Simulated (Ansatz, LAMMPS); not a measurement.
# Amorphous 86SiO2-14Al2O3 (mol %) (92 atoms): geometry optimisation, part 3 of 4

Aim: bring amorphous 86SiO2-14Al2O3 (mol %) (92 atoms) to a nearby minimum of the energy and see what moves.

Ansatz 0.2.0; Kohn-Sham DFT, PBE, PAW (set soft_2), plane waves.

The cell: 24 Si, 8 Al and 60 O. The quench rate of 50 K/ps far exceeds what a furnace or splat quench reaches. The starting topology of bonds comes from the classical model. Only the Γ point is sampled in the main run, in a cell whose shortest periodic width is 11 Å.

So far. Step 4 (Cell and atoms relaxed): The relaxation changed the energy by -50.2 meV/atom, and atoms moved by 0.38 Å r.m.s., 1.1 Å at most.

### 6. Single point at the relaxed geometry

The electronic structure is read at the final geometry, in a run of its own.

File input.yaml:

```yaml
crystal:
  lattice:
    - [11.04431, 0.12313, -0.26543]
    - [0.12313, 10.53895, 0.17987]
    - [-0.26543, 0.17987, 11.00922]
  atoms:
    - { symbol: Si, position: [0.43226, 0.63744, 0.17402] }
    - { symbol: Si, position: [0.20427, 0.79773, 0.91267] }
    - { symbol: Si, position: [0.73932, 0.82246, 0.9637] }
    - { symbol: Si, position: [0.84272, 0.52123, 0.33165] }
    - { symbol: Si, position: [0.4219, 0.64418, 0.89784] }
    - { symbol: Si, position: [0.75744, 0.12236, 0.732] }
    - { symbol: Si, position: [0.80426, 0.97782, 0.32351] }
    - { symbol: Si, position: [0.06344, 0.91249, 0.25589] }
    - { symbol: Si, position: [0.32843, 0.41649, 0.79304] }
    - { symbol: Si, position: [0.0033, 0.39689, 0.16005] }
    - { symbol: Si, position: [0.38059, 0.9217, 0.58167] }
    - { symbol: Si, position: [0.54916, 0.39499, 0.11267] }
    - { symbol: Si, position: [0.39119, 0.19505, 0.96006] }
    - { symbol: Si, position: [0.67203, 0.74455, 0.2431] }
    - { symbol: Si, position: [0.53906, 0.00296, 0.81271] }
    - { symbol: Si, position: [0.0488, 0.48641, 0.74629] }
    - { symbol: Si, position: [0.6174, 0.1891, 0.30245] }
    - { symbol: Si, position: [0.1349, 0.83917, 0.52323] }
    - { symbol: Si, position: [0.38577, 0.1779, 0.42218] }
    - { symbol: Si, position: [0.1829, 0.04419, 0.03687] }
    - { symbol: Si, position: [0.72306, 0.32917, 0.51682] }
    - { symbol: Si, position: [0.47248, 0.43121, 0.55145] }
    - { symbol: Si, position: [0.15818, 0.65398, 0.16216] }
    - { symbol: Si, position: [0.12972, 0.29759, 0.39504] }
    - { symbol: Al, position: [0.07334, 0.56238, 0.47733] }
    - { symbol: Al, position: [0.96431, 0.01234, 0.85444] }
    - { symbol: Al, position: [0.91592, 0.96467, 0.59352] }
    - { symbol: Al, position: [0.88749, 0.32146, 0.89467] }
    - { symbol: Al, position: [0.98495, 0.23062, 0.64338] }
    - { symbol: Al, position: [0.68023, 0.54265, 0.89841] }
    - { symbol: Al, position: [0.94408, 0.72587, 0.87853] }
    - { symbol: Al, position: [0.33989, 0.67931, 0.429] }
    - { symbol: O, position: [0.62941, 0.31792, 0.22052] }
    - { symbol: O, position: [0.44877, 0.48439, 0.1815] }
    - { symbol: O, position: [0.4293, 0.30083, 0.49375] }
    - { symbol: O, position: [0.1034, 0.51431, 0.16187] }
    - { symbol: O, position: [0.62161, 0.41836, 0.57482] }
    - { symbol: O, position: [0.19373, 0.46224, 0.74717] }
    - { symbol: O, position: [0.40933, 0.81111, 0.48814] }
    - { symbol: O, position: [0.00329, 0.06957, 0.69535] }
    - { symbol: O, position: [0.17523, 0.69174, 0.02039] }
    - { symbol: O, position: [0.8757, 0.4528, 0.20688] }
    - { symbol: O, position: [0.28273, 0.15514, 0.04759] }
    - { symbol: O, position: [0.46409, 0.92497, 0.71016] }
    - { symbol: O, position: [0.72214, 0.60619, 0.29128] }
    - { symbol: O, position: [0.43072, 0.54941, 0.46291] }
    - { symbol: O, position: [0.29775, 0.66322, 0.24506] }
    - { symbol: O, position: [0.41892, 0.44368, 0.68515] }
    - { symbol: O, position: [0.80494, 0.23822, 0.62929] }
    - { symbol: O, position: [0.42834, 0.69684, 0.03724] }
    - { symbol: O, position: [0.39807, 0.05943, 0.5185] }
    - { symbol: O, position: [0.78377, 0.68324, 0.90683] }
    - { symbol: O, position: [0.52426, 0.72759, 0.25029] }
    - { symbol: O, position: [0.81398, 0.41331, 0.43962] }
    - { symbol: O, position: [0.47528, 0.14905, 0.30981] }
    - { symbol: O, position: [0.1476, 0.99982, 0.17345] }
    - { symbol: O, position: [0.00518, 0.53571, 0.61327] }
    - { symbol: O, position: [0.00123, 0.57685, 0.85006] }
    - { symbol: O, position: [0.61333, 0.1222, 0.74884] }
    - { symbol: O, position: [0.16632, 0.44224, 0.4249] }
    - { symbol: O, position: [0.92066, 0.95407, 0.23864] }
    - { symbol: O, position: [0.25252, 0.92484, 0.97432] }
    - { symbol: O, position: [0.62978, 0.49145, 0.03935] }
    - { symbol: O, position: [0.70736, 0.79172, 0.10389] }
    - { symbol: O, position: [0.55215, 0.63805, 0.83865] }
    - { symbol: O, position: [0.36862, 0.50067, 0.90858] }
    - { symbol: O, position: [0.24615, 0.20262, 0.37633] }
    - { symbol: O, position: [0.04954, 0.24654, 0.50704] }
    - { symbol: O, position: [0.84367, 0.15385, 0.85518] }
    - { symbol: O, position: [0.97518, 0.34136, 0.02784] }
    - { symbol: O, position: [0.33216, 0.26817, 0.83705] }
    - { symbol: O, position: [0.85368, 0.01933, 0.45519] }
    - { symbol: O, position: [0.76595, 0.41836, 0.84849] }
    - { symbol: O, position: [0.05501, 0.29118, 0.26241] }
    - { symbol: O, position: [0.87633, 0.88197, 0.93662] }
    - { symbol: O, position: [0.23652, 0.90314, 0.61269] }
    - { symbol: O, position: [0.99414, 0.33833, 0.76746] }
    - { symbol: O, position: [0.07456, 0.76324, 0.2174] }
    [... 8 atom lines left out ...]
    - { symbol: O, position: [0.95176, 0.60686, 0.37905] }
    - { symbol: O, position: [0.11888, 0.9221, 0.39513] }
    - { symbol: O, position: [0.48484, 0.28417, 0.0332] }
    - { symbol: O, position: [0.0639, 0.08344, 0.95405] }
    - { symbol: O, position: [0.66408, 0.21597, 0.4418] }
    - { symbol: O, position: [0.1848, 0.69273, 0.48395] }
kpoints:
  mp_grid: { grid: [1, 1, 1] }
hamiltonian:
  xc: pbe
scf:
  occupations: { method: fermi_dirac, width: 0.025 }
output:
  forces: true
  stress: true
  populations: true
  dos:
    method: { smearing: { sigma: 0.08 } }
    de: 0.05
    projected: { site_lists: { Al: [Al], O: [O], Si: [Si] } }
  eigenvalues: true
  write_density: true
  write_potential: true
  volumetric_format: npy
```

On the command line:

```
$ ansatz run input.yaml --threads 4 --pin off --max-ram 8192MiB --backend cpu --events-out ev --progress --plain --runs-dir out
```

Numbers of over 12 decimals in the logs are rounded to 6 here.

What it wrote:

```text
[...]
Crystal: 92 atoms, lattice volume = 1280.144 Å³
Basis set: ecut = 420 eV, 25053 PW (Γ), exchange–correlation on 150×144×150 points (8 copies of the dense FFT grid, shifted against one another)
Bands: 332, of which v1, the nominal top of the filled ones, is band 240 counted from 1 (239 counted from 0)
Symmetry: 1 space group operations
[...]
k-points: 1
[...]
SCF iter   1: F=—  HF=-53706.939173 eV  |F-HF|=—  |Δ(HF+E_count)|=         —  Δρ=2.02e-3  dr2=8.07e-2  ethr=1.77e-3  ⟨swp⟩=6.0  Hψ=1586  notcnv=0  defer=46
[...]
SCF iter   9: F=-53706.940454 eV  HF=-53706.940454 eV  |F-HF|=5.37e-8  |Δ(HF+E_count)|=   2.82e-7  Δρ=1.48e-6  dr2=3.52e-8  ethr=2.08e-11  ⟨swp⟩=19.0  Hψ=3220  notcnv=0
SCF 1 converged in 9 iterations: F = -53706.940454 eV  dr2 = 3.52e-8
[...]
WARN: The input density's exchange-correlation potential varies sharply where the density is thin. Do not read a vacuum level from v_tot or v_xc, or from such a field of the output density. On a cell that repeats whose density bears no net charge and no dipole along the vacuum's axis use v_es (v_loc + v_h of the components); [...]
SCF converged after 9 iterations
Free energy (F): -53706.940454 eV
[...]
Internal energy: -53706.940454 eV  (E = F + TS)
E sigma→0 (E₀):  -53706.940454 eV
Fermi energy:    4.431427 eV
[...]
--- Forces (eV/Å), atoms counted from 1 ---
  atom   1  Si    -0.00207861     0.00611016    -0.00066164
  atom   2  Si    -0.00067298     0.01001514     0.00461142
  atom   3  Si     0.00290755    -0.00172925     0.01149644
  atom   4  Si    -0.00005469    -0.00234252    -0.00007297
  atom   5  Si    -0.00186822     0.00100368    -0.00941670
  atom   6  Si     0.01200971    -0.00312834    -0.00370821
  atom   7  Si    -0.00270666    -0.00331688    -0.00558427
  atom   8  Si    -0.00235161     0.00174443    -0.00280993
  atom   9  Si     0.00193559     0.00478438     0.00170071
  atom  10  Si     0.00204942    -0.00055483     0.00214365
  atom  11  Si    -0.00855254    -0.00142567    -0.00112115
  atom  12  Si    -0.01325275     0.00735890     0.00113123
  atom  13  Si     0.00062012    -0.00247783     0.00297569
  atom  14  Si    -0.00130347     0.00258565     0.00678521
[...]
atom  91  O      0.00140265    -0.00180283    -0.00106464
  atom  92  O     -0.00111869     0.00197556     0.00035710
  max |Σ_I F_I| component: 8.05e-5 eV/Å
--- Stress (GPa, compression-positive) ---
        0.013264      -0.000283      -0.023562
       -0.000283      -0.014928       0.008806
       -0.023569       0.008809       0.015636
  P = ⅓ Tr σ = 0.0047 GPa (0.047 kbar)
--- Band table (eV) ---
[...]
--- Löwdin populations: 92 sites ---
  site symbol       q [e]
     0     Si      2.2473
     1     Si      2.2458
     2     Si      2.2267
[...]
91      O      6.8013
  spilling = 0.012656 (of n_electrons = 480.000000)
```

Elapsed: 18 s, on 4 threads of Arm Neoverse V2, shared host; peak memory 1.4 GiB; 67 s of CPU time.

The program notes that the exchange-correlation potential is rough where the density is thin.

Read from the output:

- free energy: -53706.9405 eV
- free energy per atom: -583.7711 eV/atom
- SCF cycles: 9
- pressure: 0.004657 GPa
- r.m.s. force component: 0.00523 eV/Å
- longest force: 0.0383 eV/Å
- Fermi energy: 4.431 eV
- gap (highest filled to lowest empty level): 3.972 eV
- spilling of the projection: 0.01266

Löwdin charges by element and coordination (they lack the spilled electrons, 0.066 e an atom on average):

```tsv
element	coordination	atoms	mean charge (e)	spread	least	most
Al	all	8	1.39	0.0322	1.34	1.45
Al	4	7	1.40	0.0256	1.37	1.45
Al	5	1	1.34	0	1.34	1.34
O	all	60	-0.794	0.0288	-0.904	-0.740
O	2	51	-0.795	0.0282	-0.904	-0.754
O	3	9	-0.786	0.0305	-0.845	-0.740
Si	all	24	1.77	0.0197	1.74	1.80
```

Density of states as counts of states in windows of 1 eV (from the Fermi level), total and the larger projections:

```tsv
from (eV)	to (eV)	total	O p	Si p
-18	-17	2.0	0.0	0.0
-17	-12	0.0	0.0	0.0
-12	-11	7.8	5.1	0.3
-11	-10	12.8	8.6	0.7
-10	-9	18.6	13.1	1.7
-9	-8	25.3	19.0	3.5
-8	-7	40.1	31.2	6.1
-7	-6	33.3	26.8	3.2
-6	-5	47.1	40.6	2.8
-5	-4	71.7	66.1	2.2
-4	-3	67.9	64.4	1.2
-3	-2	34.3	33.0	0.3
-2	-1	1.0	0.9	0.0
-1	1	0.0	0.0	0.0
1	2	1.4	0.1	0.0
2	3	0.6	0.0	0.0
3	4	6.4	0.8	0.6
4	5	15.2	1.6	2.8
```

Between -23 and -18 eV lie 118 more states.

The levels nearest the highest filled one (over half full), pooled over k-points and spins:

```tsv
level less the highest filled one (eV)	occupation
-0.596	2
-0.509	2
-0.443	2
-0.362	2
-0.270	2
0	2
3.97	0
5.19	0
5.41	0
5.70	0
6.05	0
6.31	0
```

Electrostatic potential energy in the bc plane at fractional x = 0.063, with atoms of Si and Al and O within 0.2 Å of it. With pseudopotentials it is smooth inside the atoms' cores, unlike the true potential.

Ten even steps from '_' (-40 eV) to '@' (10 eV), each cell a mean:
```
%%::____**@@@@@@@@@@@@@@@@@@@@@@@@@@@@@@@@@@@@@@@@@@@@@@@@@@
%%--__..**@@@@@@@@@@@@@@@@@@@@@@@@@@@@@@@@%%%%%%%%%%@@@@@@@@
%%######@@@@@@@@@@@@@@@@@@@@@@@@@@%%@@@@@@%%%%**--::**%%%%%%
%%%%%%@@@@@@@@@@@@@@@@@@%%%%######**%%@@@@@@%%==____::%%%%%%
%%%%@@@@@@@@@@@@@@@@%%%%##==::--++##%%@@@@@@@@##--::++%%@@%%
@@@@@@@@@@@@@@@@@@%%####++______..##%%@@@@@@@@@@@@@@@@@@@@@@
@@%%##%%@@%%%%%%%%%%%%%%**..____::##%%@@@@@@@@@@@@@@@@@@@@@@
@@%%##%%%%##****##%%%%%%%%**====**%%@@@@@@@@@@@@@@@@@@@@@@@@
@@@@@@@@%%##****##%%%%@@@@%%%%****%%@@@@@@@@@@@@%%%%@@@@@@@@
@@@@@@@@@@%%####%%%%@@@@@@@@@@##**##@@@@@@@@@@%%++++##%%@@@@
@@@@@@@@@@%%++--==%%@@@@@@@@%%##****##%%@@@@%%##++==**%%%%@@
@@@@@@@@@@%%::____**@@@@@@@@##++****++**%%@@%%##**==**##%%@@
@@@@@@@@@@@@++..::**%%@@@@%%##++####++**%%@@%%%%##**##%%@@@@
@@@@@@@@@@@@%%##++++**%%@@@@%%**++++++##%%@@@@@@%%%%%%####@@
@@@@@@@@@@@@%%##==--++##%%@@@@%%######%%@@@@@@@@@@@@%%++++%%
@@@@@@@@@@@@@@%%****##%%@@@@@@@@@@@@@@@@@@@@@@@@@@%%##****%%
%%@@@@@@@@@@@@**::::**%%@@@@@@@@@@@@@@@@@@@@@@@@%%**::....++
##%%@@@@@@@@@@==____--%%%%@@@@@@@@@@@@@@@@%%==--++==______::
##@@@@@@@@@@@@##--::++****##%%##%%@@%%%%%%==____..++..____--
%%@@@@@@@@@@@@@@@@%%**--::++==::==%%%%####**--::++##**++++##
@@@@@@@@@@@@@@@@@@%%**==--++++--==%%%%####%%%%%%@@@@%%%%%%@@
@@@@@@@@@@@@@@@@@@@@%%####%%%%%%%%@@%%%%%%%%@@@@@@@@@@@@@@@@
@@@@@@@@@@@@@@@@@@@@@@@@@@@@@@@@@@@@@@@@@@@@@@@@@@@@@@@@@@@@
@@##++**@@@@@@@@@@@@@@@@@@@@@@@@@@@@@@@@@@@@@@@@@@@@@@@@@@@@
```
Columns run along b (10.5 Å; values clipped at the 3rd and 97th percentile), rows up along c (11.0 Å). Atoms in or near the plane, at fractional coordinates: Si at (0.91, 0.26), Si at (0.49, 0.75), Al at (0.56, 0.48), O at (0.25, 0.51), O at (0.29, 0.26), O at (0.76, 0.22), O at (0.83, 0.85), O at (0.08, 0.95).

Valence density in the bc plane at fractional x = 0.063, with atoms of Si and Al and O within 0.2 Å of it. It is the smooth field of the valence electrons, not physical close to the nuclei.

Ten steps, logarithmic in the rise over the least value, from '0' (0.0 e/Å³) to '9' (6.7 e/Å³), each cell a mean:
```
589963101121100001111111111112
589963100000000123221123443212
356642000000001345432236886422
222210001222223456542247998531
122100013454333455431135887421
233321123555432233210012443211
456532112344332333100000111002
456532112222234554210001221112
234322222111134665310023554211
111112444310124665321135675321
000024787521113454321135665421
000025899631112222121123444321
100024788632222211122112233432
200012455432233222221111235654
210001233332222222221000135665
210001245543211111111111134554
210001368864211011111234333443
210001479985322221113578653123
321001368865345553224799864234
432000134443357875334688753344
331000001233357875322344421233
221100001233334543211211100012
233310002333211211111110000001
467642101333210000011211000012
```
Columns run along b (10.5 Å), rows up along c (11.0 Å). Atoms in or near the plane, at fractional coordinates: Si at (0.91, 0.26), Si at (0.49, 0.75), Al at (0.56, 0.48), O at (0.25, 0.51), O at (0.29, 0.26), O at (0.76, 0.22), O at (0.83, 0.85), O at (0.08, 0.95).

Mean Löwdin charges: Al +1.39, O -0.79, Si +1.77 e (they miss 1.3 % of the electrons, so they add up to more than the cell's charge).

The surroundings of O47, which has 3 bonded neighbours where the commonest count for O is 2, nearest first, numbered as they follow in the input and with coordinates relative to it.

```tsv
atom	x	y	z	distance (Å)	bonds	Löwdin charge (e)
O47	0.00	0.00	0.00	0.00	3	-0.74
Si1	1.50	-0.27	-0.82	1.73	4	1.75
Si23	-1.52	-0.13	-0.88	1.76	4	1.76
Al32	0.42	0.21	2.02	2.07	4	1.42
O53	2.51	0.71	0.01	2.61	2	-0.76
O34	1.66	-1.88	-0.77	2.62	2	-0.77
O78	-2.45	1.02	-0.23	2.66	2	-0.78
O41	-1.29	0.25	-2.44	2.77	2	-0.78
O50	1.50	0.33	-2.32	2.78	2	-0.78
O36	-2.14	-1.61	-0.89	2.82	2	-0.77
```

The column of bonds counts only the pairs O-Si within 2.12 Å, O-Al within 2.38 Å; other neighbours, such as metal atoms beside each other in a compound, aren't counted, and periodic images can show an atom twice.

### 7. K-mesh 2×2×2

A denser mesh tests the sampling of the Brillouin zone.

Changes to input.yaml since step 6:

```diff
@@ -8,3 +8,3 @@
 kpoints:
-  mp_grid: { grid: [1, 1, 1] }
+  mp_grid: { grid: [2, 2, 2] }
 hamiltonian:
@@ -22,4 +22 @@
   eigenvalues: true
-  write_density: true
-  write_potential: true
-  volumetric_format: npy
```

What it wrote:

```text
[...]
Crystal: 92 atoms, lattice volume = 1280.144 Å³
Basis set: ecut = 420 eV, 25053 PW (Γ), exchange–correlation on 150×144×150 points (8 copies of the dense FFT grid, shifted against one another)
Bands: 332, of which v1, the nominal top of the filled ones, is band 240 counted from 1 (239 counted from 0)
Symmetry: 1 space group operations
[...]
k-points: 8
[...]
SCF iter   1: F=—  HF=-53707.008068 eV  |F-HF|=—  |Δ(HF+E_count)|=         —  Δρ=2.02e-3  dr2=8.06e-2  ethr=1.77e-3  ⟨swp⟩=6.1  Hψ=12735  notcnv=0  defer=358
[...]
SCF iter   8: F=—  HF=-53707.008168 eV  |F-HF|=—  |Δ(HF+E_count)|=   1.20e-6  Δρ=6.63e-6  dr2=4.91e-7  ethr=3.25e-10  ⟨swp⟩=2.0  Hψ=3882  notcnv=0  defer=694
SCF iter   9: F=-53707.008168 eV  HF=-53707.008168 eV  |F-HF|=5.29e-8  |Δ(HF+E_count)|=   2.85e-7  Δρ=1.48e-6  dr2=3.48e-8  ethr=2.08e-11  ⟨swp⟩=15.0  Hψ=16633  notcnv=0
SCF 1 converged in 9 iterations: F = -53707.008168 eV  dr2 = 3.48e-8
[...]
SCF converged after 9 iterations
Free energy (F): -53707.008168 eV
[...]
Internal energy: -53707.008168 eV  (E = F + TS)
E sigma→0 (E₀):  -53707.008168 eV
Fermi energy:    4.453566 eV
[...]
Σ components = -53707.008168   (vs F -53707.008168, Δ=0.00e0)
--- Forces (eV/Å), atoms counted from 1 ---
  atom   1  Si    -0.00140338     0.00543001     0.00066948
  atom   2  Si     0.00059751     0.01062901     0.00712554
  atom   3  Si    -0.00041127     0.00339328     0.01540965
  atom   4  Si    -0.00134302    -0.00485610     0.00062730
[...]
atom  92  O     -0.00266555    -0.00183146    -0.00299029
  max |Σ_I F_I| component: 7.75e-5 eV/Å
--- Stress (GPa, compression-positive) ---
        0.026846      -0.001619      -0.025037
       -0.001619      -0.018110       0.006269
       -0.025044       0.006271       0.025243
  P = ⅓ Tr σ = 0.0113 GPa (0.113 kbar)
--- Band table (eV; the first three rows and the last of 8) ---
[...]
--- Löwdin populations: 92 sites ---
  site symbol       q [e]
     0     Si      2.2478
     1     Si      2.2461
     2     Si      2.2268
[...]
91      O      6.8014
  spilling = 0.012655 (of n_electrons = 480.000000)
```

It took 2.6 min on 4 threads; peak memory 5.4 GiB; 10 min of CPU time.

The program notes that it cut back its work space to fit the memory limit.

Geometry and reference: those of the single point at the relaxed geometry.

Forces differ from those of the single point at the relaxed geometry by 3.4 meV/Å r.m.s.; the energy by -0.74 meV/atom. It took 2.6 min and 9 cycles; the reference's time can't be set against it, since the two runs asked for unlike analyses.

(Continued in part 4 of 4.)

[Logs are printed without paths, hosts, clocks, repeated set-up lines and the standing remarks that a program may print on its own settings, such as how far it seeks lower states.]

[Hosts, paths, dates, database ids (printed as entryN), source tags and the programs' standing remarks are cut or masked in the printed files.]
